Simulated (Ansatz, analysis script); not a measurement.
Records of electronic-structure calculations.

Easy axis and orbital moments of NiO. Symmetry: Fm-3m, No. 225, cubic system. Conventional cell: a = 4.172 Å, b = 4.172 Å, c = 4.172 Å, α = 90.00°, β = 90.00°, γ = 90.00°. Ni has 6 O at 2.09 Å nearest. O has 6 Ni at 2.09 Å nearest. Farther neighbours and most contacts between anions are not listed. The calculation used PBEsol with U = 3 eV on Ni d, PAW (library files); spinors with self-consistent spin–orbit coupling, one run a direction (and 2 further levels or steps) in Ansatz 0.2.0 and analysis script 1, with cutoff 420 eV, 21×21×21 k-mesh, Fermi-Dirac occupations, smearing width 0.2 eV, starting moments 1.62 0 μB in one of its runs. The easy direction among those tried, spin–orbit part is not resolved and the hardest less easiest direction, mesh 21x21x21 is 0 meV a cell of 2 atoms. The orbital moment of Ni no. 1 along its axis, moments [001] is 0.167 μB. On the finest mesh the differences lie under 0.005 meV, and no easy direction is named. On Ni no. 1 the orbital moment's part along the typed axis, for moments [001], is parallel to the spin, 10 % of it. All of this holds for the ferromagnetic order, the only one run; whether the real compound orders so, or at all, is not tested, and the easy axis hangs on it.

```xyz
2
Lattice="0.0000 2.0859 2.0859 2.0859 0.0000 2.0859 2.0859 2.0859 0.0000" Properties=species:S:1:pos:R:3 pbc="T T T"
Ni    0.0000    0.0000    0.0000
O     2.0859    2.0859    2.0859
```

[Logs and program files are shortened in this print: banners, set-up blocks, solver, clock and traceback lines can be left out without a mark of their own.]

[Logs are printed without paths, hosts, clocks, repeated set-up lines and the standing remarks that a program may print on its own settings, such as how far it seeks lower states.]

[Hosts, paths, dates, database ids (printed as entryN), source tags and the programs' standing remarks are cut or masked in the printed files.]
